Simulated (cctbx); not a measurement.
## What is wrong with this refinement?

Cell a = 9.2190 Å, b = 9.2190 Å, c = 9.2190 Å, α = 90.00°, β = 90.00°, γ = 90.00°; space group Im-3 (no. 204).

Simulated single-crystal data (cctbx): Ag Kα, λ = 0.56087 Å, to d = 0.8 Å, 70 % of the full sphere, strongest reflection 5000 counts, noise from counting, a 1.5 % proportional error and a noise floor of 15 counts (s.d.); no absorption, and some extinction, which the refinements don't model.

An anisotropic refinement with weights 1/σ² prints:

```text
Rint 0.035, 23 unique reflections to 1.63 A
cycle     R1     wR2    GooF  max shift (A)
   1  0.0381  0.0586   4.413   0.00299
   2  0.0098  0.0119   0.896   0.00000
final R1 0.0098 wR2 0.0119 GooF 0.896  parameters 9  data/parameter 2.6
atom        x        y        z      Ueq    occ   su(xyz)  su(Uiso or U11)
Bi1    0.50000  0.34963  0.85205   0.0212  1.000  0.00015  0.0015
Ce1    0.00000  0.00000  0.00000   0.0201  1.000  0.00000  0.0028
V1     0.25000  0.25000  0.75000   0.0363  1.000  0.00000  0.0035
difference map: max 0.39 min -0.46 rms 0.13
Q1    0.0708  0.0708  0.0708   16    0.41  1.13 A from Ce1
Q2    0.0668  0.2901  0.1939   48    0.29  1.80 A from V1
Q3    0.0000  0.2155  0.3972   24    0.22  0.73 A from Bi1
Q4    0.0000  0.4062  0.5000   12    0.22  2.13 A from Bi1
Q5    0.0000  0.1356  0.1910   24    0.19  1.49 A from Bi1
Q6    0.1832  0.1832  0.1832   16    0.10  1.07 A from V1
```

**Question.** Can this result stand? If not, what is the likely fault?

Mend it. The fault: data cut at low resolution. Against the right model at the same level, R1 goes from 0.0207 to 0.0098 and GooF from 1.11 to 0.90. The atoms are right, but there are too few data for the parameters: R1 flatters and the s.u.s grow. Data per parameter fall from 17.9 to 2.6.

The compound is CeV4Bi12. The right model at the same level gives:

```text
Rint 0.063, 161 unique reflections to 0.80 A
cycle     R1     wR2    GooF  max shift (A)
   1  0.0908  0.1312   5.541   0.00184
   2  0.0207  0.0263   1.109   0.00000
final R1 0.0207 wR2 0.0263 GooF 1.109  parameters 9  data/parameter 17.9
atom        x        y        z      Ueq    occ   su(xyz)  su(Uiso or U11)
Bi1    0.50000  0.34966  0.85192   0.0226  1.000  0.00006  0.0003
Ce1    0.00000  0.00000  0.00000   0.0218  1.000  0.00000  0.0007
V1     0.25000  0.25000  0.75000   0.0363  1.000  0.00000  0.0011
difference map: max 2.98 min -3.44 rms 0.61
Q1    0.0628  0.0628  0.0628   16    2.98  1.00 A from Ce1
Q2    0.0000  0.1870  0.2267   24    2.44  1.20 A from Bi1
Q3    0.0652  0.3393  0.4191   48    1.70  1.79 A from Bi1
Q4    0.0000  0.4080  0.5000   12    1.68  2.12 A from Bi1
Q5    0.1249  0.2309  0.2397   48    1.67  1.17 A from V1
Q6    0.0000  0.2103  0.5000   12    1.65  1.47 A from Bi1
```

The model is made up (kin elements in a known structure type, no relaxation), so it says nothing on whether the phase exists.

[Middle refinement cycles are left out of these outputs.]

[Logs are printed without paths, hosts, clocks, repeated set-up lines and the standing remarks that a program may print on its own settings, such as how far it seeks lower states.]
